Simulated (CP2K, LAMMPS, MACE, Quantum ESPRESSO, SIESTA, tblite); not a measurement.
# Bulk modulus two ways: amorphous Si0.30C0.70 (96 atoms), tblite GFN1-xTB

The cell holds 96 atoms (29 Si and 67 C). Recipe: 96 atoms (29 Si, 67 C) placed at random at 2.83 g/cm³, melted at 4500 K for 10 ps at fixed volume with the Erhart-Albe potential (Erhart and Albe, Phys. Rev. B 71, 035211 (2005)). Quenched from 4500 K to 500 K at 50 K/ps and fixed volume, held 5 ps, then minimised at fixed cell. Then the atoms were relaxed with MACE MP-0b3 medium in the fixed cell.

Calculated with tblite 0.8.0: tblite GFN1-xTB, tight binding with its own dispersion term; k-points Γ. The cell is scaled evenly by ±3 % in volume, and MACE MP-0b3 medium relaxes the atoms at each volume before the single point.

```
volume (Å³/atom)  energy less the middle row's (meV/atom)  pressure (GPa)
          9.6066                                   20.743          17.397
          9.9038                                    0.000          10.317
          10.201                                   -9.014           4.228
```

**Question.** Find the bulk modulus at the middle volume from the pressures and from the energies, and check the printed pressure against the slope of the energy (1 meV/Å³ = 0.16022 GPa).

**Working.**

The step is h = 0.2971 Å³. From pressures: B = −V dP/dV = 9.9038 × (17.397 − (4.228)) / (2 × 0.2971) = 219 GPa.

From energies: B = V d²E/dV² = 9.9038 × (20.743 + (-9.014)) / 0.2971² = 1316 meV/Å³ = 211 GPa.

Slope: P = −dE/dV = −(-9.014 − (20.743)) / (2 × 0.2971) = 50.1 meV/Å³ = 8.02 GPa, against 10.32 GPa printed.

The two moduli agree within 4 %.

A central difference over ±3 % overstates P by about B(1 + B′)(0.03)²/6, some 0.16 GPa for B′ = 4, which is small against the gap found. The atoms follow MACE MP-0b3 medium, so this level's forces do work along the path, which enters the energies but not the printed pressures.

Limits: three points, a static cell at zero temperature, the cell shape held; the modulus is that at 10.3 GPa, not at zero pressure.

[Logs are printed without paths, hosts, clocks, repeated set-up lines and the standing remarks that a program may print on its own settings, such as how far it seeks lower states.]

[Hosts, paths, dates, database ids (printed as entryN), source tags and the programs' standing remarks are cut or masked in the printed files.]
